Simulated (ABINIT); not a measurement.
## SrTiO3 (Tausonite): the gap under hydrostatic strain

Does PBE give the same change of gap under hydrostatic strain as G0W0? The case is SrTiO3 (Tausonite).

Calculated with ABINIT 10.8.3; PBE and many-body steps on it, plane waves.

## (1) The structure

It takes space group Pm-3m (No. 221, cubic). Conventional cell: a = 3.905 Å, b = 3.905 Å, c = 3.905 Å, α = 90.00°, β = 90.00°, γ = 90.00°. Nearest to Sr lie 12 O at 2.76 Å. Nearest to Ti lie 6 O at 1.95 Å. Nearest to O lie 2 Ti at 1.95 Å and 4 Sr at 2.76 Å. Farther neighbours and most contacts between anions are not listed.

Coordinates:

```cif
data_structure
_symmetry_space_group_name_H-M 'Pm-3m'
_symmetry_Int_Tables_number 221
_cell_length_a 3.9053
_cell_length_b 3.9053
_cell_length_c 3.9053
_cell_angle_alpha 90.000
_cell_angle_beta 90.000
_cell_angle_gamma 90.000
_cell_volume 59.56
loop_
_atom_site_label
_atom_site_type_symbol
_atom_site_symmetry_multiplicity
_atom_site_Wyckoff_symbol
_atom_site_fract_x
_atom_site_fract_y
_atom_site_fract_z
_atom_site_occupancy
Sr1 Sr 1 b 0.50000 0.50000 0.50000 1
Ti1 Ti 1 a 0.00000 0.00000 0.00000 1
O1 O 3 d 0.50000 0.00000 0.00000 1
```

The cell and positions come from the Crystallography Open Database and are kept as given unless a step says otherwise.

## (2) Ground state

This step: ABINIT 10.8.3; DFT, PBE, plane waves, norm-conserving pseudopotentials.

The ground-state density comes first.

Input file run.abi:

```
acell 3*1.0 Angstrom
rprim 
  3.905280000000 0.000000000000 0.000000000000
  0.000000000000 3.905280000000 0.000000000000
  0.000000000000 0.000000000000 3.905280000000
ntypat 3
znucl 38 22 8
natom 5
typat 1 2 3 3 3
xred 
  0.500000000000 0.500000000000 0.500000000000
  0.000000000000 0.000000000000 0.000000000000
  0.500000000000 0.000000000000 0.000000000000
  0.000000000000 0.500000000000 0.000000000000
  0.000000000000 0.000000000000 0.500000000000
pp_dirpath "pseudos"
pseudos "Sr.upf, Ti.upf, O.upf"
ecut 38
ngkpt 6 6 6
nshiftk 1
shiftk 0 0 0
kptopt 1
chksymbreak 0
nband 26
occopt 1
tolvrs 1e-10
nstep 60
prtwf 0
optforces 0
optstress 0
indata_prefix "in"
outdata_prefix "out"
tmpdata_prefix "tmp"
```

On the command line:

```
$ OMP_NUM_THREADS=1 mpirun -n 4 abinit run.abi > log
```

Numbers of over 12 decimals in the logs are rounded to 6 here.

The program printed:

```text
.Version 10.8.3 of ABINIT. v10.8.2 released Aug 2026.

 Symmetries : space group Pm -3 m (#221); Bravais cP (primitive cubic)
================================================================================
 Values of the parameters that define the memory need of the present run
     intxc =       0    ionmov =       0      iscf =       7    lmnmax =       6
     lnmax =       6     mgfft =      45  mpssoang =       3    mqgrid =    3001
     natom =       5  nloc_mem =       1    nspden =       1   nspinor =       1
[...]
psp_core            :  4.58881612978461E+00
local_psp           : -1.06039726698925E+02
non_local_psp       : -1.72877871490931E+00
total_energy        : -1.43540844079629E+02
total_energy_eV     : -3.90594535032491E+03
band_energy         : -1.20259377884534E+01

== END DATASET(S) ==============================================================
================================================================================

 -outvars: echo values of variables after computation  --------
           etotal     -1.4354084408E+02
            nband          26
             nkpt          20
          spgroup         221
 [... the other variables as echoed above ...]

 Calculation completed.
```

Run time: 36 s. Hardware: 4 MPI ranks of Arm Neoverse V1, shared host; peak memory 0.37 GiB; 2.4 min of CPU time.

This step gave:

| Property | Result |
| --- | --- |
| total energy | -3905.9454 eV |
| gap | 1.908 eV |
| k of the valence top | 0.5, 0.5, 0.5 |
| k of the conduction bottom | 0, 0, 0 |
| least direct gap | 2.263 eV |

The gap is indirect, with the least direct gap 0.36 eV higher.

## (3) Empty states on the mesh, 4×4×4 mesh, 217 bands

The sums over transitions need many empty states on a uniform mesh; this step solves for them.

Changes to run.abi since step 2:

```diff
@@ -18,3 +18,3 @@
 ecut 38
-ngkpt 6 6 6
+ngkpt 4 4 4
 nshiftk 1
@@ -23,9 +23,10 @@
 chksymbreak 0
-nband 26
+irdden 1
+istwfk *1
+nband 217
+prtvol 0
+optdriver 6
+gwr_task "HDIAGO"
+paral_kgb 0
 occopt 1
-tolvrs 1e-10
-nstep 60
-prtwf 0
-optforces 0
-optstress 0
 indata_prefix "in"
```

The program printed:

```text
[banner, memory and clock lines left out]
.Version 10.8.3 of ABINIT. v10.8.2 released Aug 2026.

 Symmetries : space group Pm -3 m (#221); Bravais cP (primitive cubic)
[... echo of the input left out ...]
== DATASET  1 ==================================================================
-   mpi_nproc: 4, omp_nthreads: 1 (-1 if OMP is not activated)

--- !DatasetInfo
iteration_state: {dtset: 1, }
dimensions: {natom: 5, nkpt: 10, mband: 217, nsppol: 1, nspinor: 1, nspden: 1, mpw: 4632, }
cutoff_energies: {ecut:  38.0, pawecutdg:  -1.0, }
[...]
Integrated=    4.0000E+01

 === KS gaps after direct diagonalization ===
 Indirect band gap semiconductor
 Fundamental gap:     1.908 (eV)
   VBM:     6.925 (eV) at k: [ 5.0000E-01,  5.0000E-01,  5.0000E-01]
   CBM:     8.833 (eV) at k: [ 0.0000E+00,  0.0000E+00,  0.0000E+00]
 Direct gap:         2.263 (eV) at k: [ 0.0000E+00,  0.0000E+00,  0.0000E+00]

== END DATASET(S) ==============================================================

 -outvars: echo values of variables after computation  --------
           etotal      0.0000000000E+00
            nband         217
             nkpt          10
          spgroup         221
 [... the other variables as echoed above ...]

 Calculation completed.
```

It took 3.2 min on 4 MPI ranks; peak memory 4.6 GiB.

Numbers from this step:

```yaml
gap: 1.908 eV
k_of_the_valence_top: 0.5, 0.5, 0.5
k_of_the_conduction_bottom: 0, 0, 0
least_direct_gap: 2.263 eV
k_points_computed: 10
lowest_point_of_the_top_converged_band_above_the_valence_top: 111.8202 eV
```

On this mesh the gap is 1.908 eV.

## (4) Screening, 4×4×4 mesh, 209 bands, screening to 195.9 eV

The RPA dielectric matrix is built and inverted for each q.

This step: RPA screening on PBE, plane waves, norm-conserving pseudopotentials.

Changes to run.abi since step 3:

```diff
@@ -23,10 +23,11 @@
 chksymbreak 0
-irdden 1
 istwfk *1
-nband 217
-prtvol 0
-optdriver 6
-gwr_task "HDIAGO"
-paral_kgb 0
 occopt 1
+irdwfk 1
+optdriver 3
+nband 209
+ecuteps 7.2
+inclvkb 2
+awtr 1
+symchi 1
 indata_prefix "in"
```

The program printed:

```text
.Version 10.8.3 of ABINIT. v10.8.2 released Aug 2026.

 Symmetries : space group Pm -3 m (#221); Bravais cP (primitive cubic)
[... echo of the input left out ...]
== DATASET  1 ==================================================================
-   mpi_nproc: 4, omp_nthreads: 1 (-1 if OMP is not activated)

--- !DatasetInfo
iteration_state: {dtset: 1, }
dimensions: {natom: 5, nkpt: 10, mband: 209, nsppol: 1, nspinor: 1, nspden: 1, mpw: 4632, }
cutoff_energies: {ecut:  38.0, pawecutdg:  -1.0, }
[...]
--------------------------------------------------------------------------------
[... chi0 elements left out ...]
 For q-point:  0.000010 0.000020 0.000030
  dielectric constant =   6.3921
  dielectric constant without local fields =   6.7760

  Average fulfillment of the sum rule on Im[epsilon] for q-point    1 :     76.45  [%]
[... wings left out ...]
  q-point number  2        q = ( 0.250000, 0.000000, 0.000000) [r.l.u.]
--------------------------------------------------------------------------------
[... chi0 elements left out ...]
  Average fulfillment of the sum rule on Im[epsilon] for q-point    2 :     83.95  [%]

 [... 8 further q-points ...]
```

Wall time 3.4 min (4 MPI ranks); peak memory 1.7 GiB; 14 min of CPU time.

This step gave:

```yaml
eps_infinity_with_local_fields_on_this_mesh_along_the_program_s_q_direction: 6.392
the_same_without_local_fields: 6.776
plasma_frequency: 30.43 eV
plane_waves_in_the_screening_matrix: 365
```

Local fields lower ε∞ by 6 %. On a Γ-centred mesh this coarse the value itself is usually too large, while a short band sum pulls it down.

## (5) G0W0, strain +0 %

The self-energy is evaluated for the states that the input lists, and the levels follow from it, in one-shot runs by the linearised quasiparticle equation.

This step: G0W0 on PBE, plane waves, norm-conserving pseudopotentials.

Changes to run.abi since step 4:

```diff
@@ -26,8 +26,17 @@
 irdwfk 1
-optdriver 3
+optdriver 4
 nband 209
+gwcalctyp 0
+ecutsigx 38
+symsigma 1
+nkptgw 2
+kptgw 
+  0.5000000000 0.5000000000 0.5000000000
+  0.0000000000 0.0000000000 0.0000000000
+bdgw 
+  18 23
+  18 23
 ecuteps 7.2
-inclvkb 2
-awtr 1
-symchi 1
+irdscr 1
+ppmodel 1
 indata_prefix "in"
```

The program printed:

```text
.Version 10.8.3 of ABINIT. v10.8.2 released Aug 2026.

 Symmetries : space group Pm -3 m (#221); Bravais cP (primitive cubic)
[... echo of the input left out ...]
== DATASET  1 ==================================================================
-   mpi_nproc: 4, omp_nthreads: 1 (-1 if OMP is not activated)

--- !DatasetInfo
iteration_state: {dtset: 1, }
dimensions: {natom: 5, nkpt: 10, mband: 209, nsppol: 1, nspinor: 1, nspden: 1, mpw: 4632, }
cutoff_energies: {ecut:  38.0, pawecutdg:  -1.0, }
electrons: {nelect:   4.00000000E+01, charge:   0.00000000E+00, occopt:   1.00000000E+00, tsmear:   1.00000000E-02, }

 SIGMA: Calculation of the GW corrections

 Based on a program developped by R.W. Godby, V. Olevano, G. Onida, and L. Reining.
 Incorporated in ABINIT by V. Olevano, G.-M. Rignanese, and M. Torrent.
.Using double precision arithmetic ; gwpc =  8

[... cell and pseudopotentials left out ...]
--------------------------------------------------------------------------------

 ==== K-mesh for the wavefunctions ====
 Number of points in the irreducible wedge :    10
[... list of points left out ...]
 Together with 48 symmetry operations and time-reversal symmetry
 yields    64 points in the full Brillouin Zone.

 ==== Q-mesh for screening function ====
 Number of points in the irreducible wedge :    10
[... list of points left out ...]
 Together with 48 symmetry operations and time-reversal symmetry
 yields    64 points in the full Brillouin Zone.

 vcoul_init : cutoff-mode = AUXILIARY_FUNCTION
 q-points for optical limit:   1
     1)      0.000010    0.000020    0.000030
 setmesh: FFT mesh size selected  =    45x   45x   45
          total number of points  =        91125

 Number of electrons calculated from density =   40.0000; Expected =   40.0000
 average of density, n =  0.099519
 r_s =    1.3387
 omega_plasma =   30.4305 [eV]

 === KS Band Gaps ===
  >>>> For spin  1
   Minimum direct gap =   2.2628 [eV], located at k-point      :   0.0000  0.0000  0.0000
   Fundamental gap    =   1.9077 [eV], Top of valence bands at :   0.5000  0.5000  0.5000
                                       Bottom of conduction at :   0.0000  0.0000  0.0000
 SIGMA fundamental parameters:
 PLASMON POLE MODEL  1
 number of plane-waves for SigmaX                 4457
 number of plane-waves for SigmaC and W            365
 number of plane-waves for wavefunctions          4457
 number of bands                                   209
 number of independent spin polarizations            1
 number of spinorial components                      1
 number of k-points in IBZ                          10
 number of q-points in IBZ                          10
 number of symmetry operations                      48
 number of k-points in BZ                           64
 number of q-points in BZ                           64
 number of frequencies for dSigma/dE                 9
 frequency step for dSigma/dE [eV]                0.25
 number of omega for Sigma on real axis              0
 max omega for Sigma on real axis  [eV]           0.00
 zcut for avoiding poles [eV]                     0.10

 EPSILON^-1 parameters (SCR file):
 dimension of the eps^-1 matrix on file            365
 dimension of the eps^-1 matrix used               365
 number of plane-waves for wavefunctions          4457
 number of bands                                   209
 number of q-points in IBZ                          10
 number of frequencies                               2
 number of real frequencies                          1
 number of imag frequencies                          1

 matrix elements of self-energy operator (all in [eV])

 Perturbative Calculation

--- !SelfEnergy_ee
iteration_state: {dtset: 1, }
kpoint     : [   0.500,    0.500,    0.500, ]
spin       : 1
KS_gap     :    4.517
QP_gap     :    6.361
Delta_QP_KS:    1.845
data: !SigmaeeData |
     Band     E0 <VxcDFT>   SigX SigC(E0)      Z dSigC/dE  Sig(E)    E-E0       E
       18   6.925 -20.195 -25.189   4.717   0.766  -0.305 -20.407  -0.212   6.713
       19   6.925 -20.195 -25.189   4.717   0.766  -0.305 -20.407  -0.212   6.713
       20   6.925 -20.195 -25.189   4.717   0.766  -0.305 -20.407  -0.212   6.713
[...]
--- !SelfEnergy_ee
iteration_state: {dtset: 1, }
kpoint     : [   0.000,    0.000,    0.000, ]
spin       : 1
KS_gap     :    2.263
QP_gap     :    3.852
Delta_QP_KS:    1.589
data: !SigmaeeData |
     Band     E0 <VxcDFT>   SigX SigC(E0)      Z dSigC/dE  Sig(E)    E-E0       E
[...]
22   8.833 -18.883 -11.450  -5.692   0.781  -0.281 -17.524   1.359  10.192
       23   8.833 -18.883 -11.450  -5.692   0.781  -0.281 -17.524   1.359  10.192

== END DATASET(S) ==============================================================
================================================================================

 -outvars: echo values of variables after computation  --------
           etotal      0.0000000000E+00
            nband         209
             nkpt          10
          spgroup         221
 [... the other variables as echoed above ...]

 Calculation completed.
```

Run time: 45 s. Hardware: 4 MPI ranks; peak memory 1.7 GiB; 3 min of CPU time.

This step gave:

```yaml
g0w0_gap_on_the_points_computed: 3.479 eV
starting_gap_on_the_mesh: 1.908 eV
k_of_the_valence_top: 0.5, 0.5, 0.5
k_of_the_conduction_bottom: 0, 0, 0
z_at_the_valence_top: 0.766
z_at_the_conduction_bottom: 0.781
least_direct_g0w0_gap_on_the_computed_points: 3.852 eV
```

The gap on the mesh goes from 1.91 eV to 3.48 eV, a correction of +1.57 eV.

## (6) G0W0, strain -1 %

The cell differs from the one that the last finished run ended in (a 3.905 → 3.866 Å, b 3.905 → 3.866 Å, c 3.905 → 3.866 Å).

Changes to run.abi since step 5:

```diff
@@ -2,5 +2,5 @@
 rprim 
-  3.905280000000 0.000000000000 0.000000000000
-  0.000000000000 3.905280000000 0.000000000000
-  0.000000000000 0.000000000000 3.905280000000
+  3.866227200000 0.000000000000 0.000000000000
+  0.000000000000 3.866227200000 0.000000000000
+  0.000000000000 0.000000000000 3.866227200000
 ntypat 3
@@ -27,3 +27,3 @@
 optdriver 4
-nband 209
+nband 203
 gwcalctyp 0
```

The program printed:

```text
.Version 10.8.3 of ABINIT. v10.8.2 released Aug 2026.

 Symmetries : space group Pm -3 m (#221); Bravais cP (primitive cubic)
[... echo of the input left out ...]
== DATASET  1 ==================================================================
-   mpi_nproc: 4, omp_nthreads: 1 (-1 if OMP is not activated)

--- !DatasetInfo
iteration_state: {dtset: 1, }
dimensions: {natom: 5, nkpt: 10, mband: 203, nsppol: 1, nspinor: 1, nspden: 1, mpw: 4416, }
cutoff_energies: {ecut:  38.0, pawecutdg:  -1.0, }
[...]
Band     E0 <VxcDFT>   SigX SigC(E0)      Z dSigC/dE  Sig(E)    E-E0       E
[...]
22   9.225 -18.853 -11.455  -5.639   0.786  -0.273 -17.471   1.382  10.607
       23   9.225 -18.853 -11.455  -5.639   0.786  -0.273 -17.471   1.382  10.607

== END DATASET(S) ==============================================================
================================================================================

 -outvars: echo values of variables after computation  --------
           etotal      0.0000000000E+00
            nband         203
             nkpt          10
          spgroup         221
 [... the other variables as echoed above ...]

 Calculation completed.
```

It took 43 s on 4 MPI ranks; peak memory 1.7 GiB.

This step gave:

* G0W0 gap on the points computed: 3.574 eV
* starting gap on the mesh: 1.965 eV
* k of the valence top: 0.5, 0.5, 0.5
* k of the conduction bottom: 0, 0, 0
* least direct G0W0 gap on the computed points: 3.923 eV

The gap on the mesh goes from 1.96 eV to 3.57 eV, a correction of +1.61 eV.

Ground state, empty states and screening of this cell were made anew, as for the first cell; those steps are not shown. Geometry: measured (diffraction), hydrostatic strain.

## (7) G0W0, strain +1 %

The cell differs from the one that the last finished run ended in (a 3.866 → 3.944 Å, b 3.866 → 3.944 Å, c 3.866 → 3.944 Å).

Changes to run.abi since step 6:

```diff
@@ -2,5 +2,5 @@
 rprim 
-  3.866227200000 0.000000000000 0.000000000000
-  0.000000000000 3.866227200000 0.000000000000
-  0.000000000000 0.000000000000 3.866227200000
+  3.944332800000 0.000000000000 0.000000000000
+  0.000000000000 3.944332800000 0.000000000000
+  0.000000000000 0.000000000000 3.944332800000
 ntypat 3
@@ -27,3 +27,3 @@
 optdriver 4
-nband 203
+nband 214
 gwcalctyp 0
```

The program printed:

```text
.Version 10.8.3 of ABINIT. v10.8.2 released Aug 2026.

 Symmetries : space group Pm -3 m (#221); Bravais cP (primitive cubic)
[... echo of the input left out ...]
== DATASET  1 ==================================================================
-   mpi_nproc: 4, omp_nthreads: 1 (-1 if OMP is not activated)

--- !DatasetInfo
iteration_state: {dtset: 1, }
dimensions: {natom: 5, nkpt: 10, mband: 214, nsppol: 1, nspinor: 1, nspden: 1, mpw: 4680, }
cutoff_energies: {ecut:  38.0, pawecutdg:  -1.0, }
[...]
Band     E0 <VxcDFT>   SigX SigC(E0)      Z dSigC/dE  Sig(E)    E-E0       E
[...]
22   8.452 -18.913 -11.448  -5.738   0.776  -0.288 -17.572   1.341   9.793
       23   8.452 -18.913 -11.448  -5.738   0.776  -0.288 -17.572   1.341   9.793

== END DATASET(S) ==============================================================
================================================================================

 -outvars: echo values of variables after computation  --------
           etotal      0.0000000000E+00
            nband         214
             nkpt          10
          spgroup         221
 [... the other variables as echoed above ...]

 Calculation completed.
```

Run time: 51 s. Hardware: 4 MPI ranks; peak memory 1.8 GiB.

Numbers from this step:

```
G0W0 gap on the points computed              : 3.384 eV
starting gap on the mesh                     : 1.849 eV
k of the valence top                         : 0.5, 0.5, 0.5
k of the conduction bottom                   : 0, 0, 0
least direct G0W0 gap on the computed points : 3.777 eV
```

The gap on the mesh goes from 1.85 eV to 3.38 eV, a correction of +1.53 eV.

Again on this cell's own states.

## (8) G0W0, strain -2 %

The cell differs from the one that the last finished run ended in (a 3.944 → 3.827 Å, b 3.944 → 3.827 Å, c 3.944 → 3.827 Å).

Changes to run.abi since step 7:

```diff
@@ -2,5 +2,5 @@
 rprim 
-  3.944332800000 0.000000000000 0.000000000000
-  0.000000000000 3.944332800000 0.000000000000
-  0.000000000000 0.000000000000 3.944332800000
+  3.827174400000 0.000000000000 0.000000000000
+  0.000000000000 3.827174400000 0.000000000000
+  0.000000000000 0.000000000000 3.827174400000
 ntypat 3
@@ -27,3 +27,3 @@
 optdriver 4
-nband 214
+nband 197
 gwcalctyp 0
```

The program printed:

```text
.Version 10.8.3 of ABINIT. v10.8.2 released Aug 2026.

 Symmetries : space group Pm -3 m (#221); Bravais cP (primitive cubic)
[... echo of the input left out ...]
== DATASET  1 ==================================================================
-   mpi_nproc: 4, omp_nthreads: 1 (-1 if OMP is not activated)

--- !DatasetInfo
iteration_state: {dtset: 1, }
dimensions: {natom: 5, nkpt: 10, mband: 197, nsppol: 1, nspinor: 1, nspden: 1, mpw: 4260, }
cutoff_energies: {ecut:  38.0, pawecutdg:  -1.0, }
[...]
Band     E0 <VxcDFT>   SigX SigC(E0)      Z dSigC/dE  Sig(E)    E-E0       E
[...]
22   9.629 -18.823 -11.462  -5.590   0.790  -0.265 -17.424   1.400  11.029
       23   9.629 -18.823 -11.462  -5.590   0.790  -0.265 -17.424   1.400  11.029

== END DATASET(S) ==============================================================
================================================================================

 -outvars: echo values of variables after computation  --------
           etotal      0.0000000000E+00
            nband         197
             nkpt          10
          spgroup         221
 [... the other variables as echoed above ...]

 Calculation completed.
```

The job ended after 42 s (4 MPI ranks; peak memory 1.7 GiB; 2.8 min of CPU time).

Numbers from this step:

```yaml
g0w0_gap_on_the_points_computed: 3.66 eV
starting_gap_on_the_mesh: 2.021 eV
k_of_the_valence_top: 0.5, 0.5, 0.5
k_of_the_conduction_bottom: 0, 0, 0
least_direct_g0w0_gap_on_the_computed_points: 3.983 eV
```

The gap on the mesh goes from 2.02 eV to 3.66 eV, a correction of +1.64 eV.

Again on this cell's own states.

[end of part 1 of 2]

[Paths, hosts, dates, memory and timing lines, banners, echoed tables and standing remarks are left out of the program output.]

[Logs are printed without paths, hosts, clocks, repeated set-up lines and the standing remarks that a program may print on its own settings, such as how far it seeks lower states.]

[Runs of the session that timed out or met a known fault of the program may be left out.]

[Hosts, paths, dates, database ids (printed as entryN), source tags and the programs' standing remarks are cut or masked in the printed files.]

[G0W0 gaps are taken among the corrected bands and points alone; a level outside them can change the order at an edge.]

[Where Ansatz stands beside ABINIT at settings called matched, ABINIT's density can come from a denser mesh and the files from another edition; pairs whose starting gaps differed by over 0.03 eV were left out, so agreement reads better than it is.]
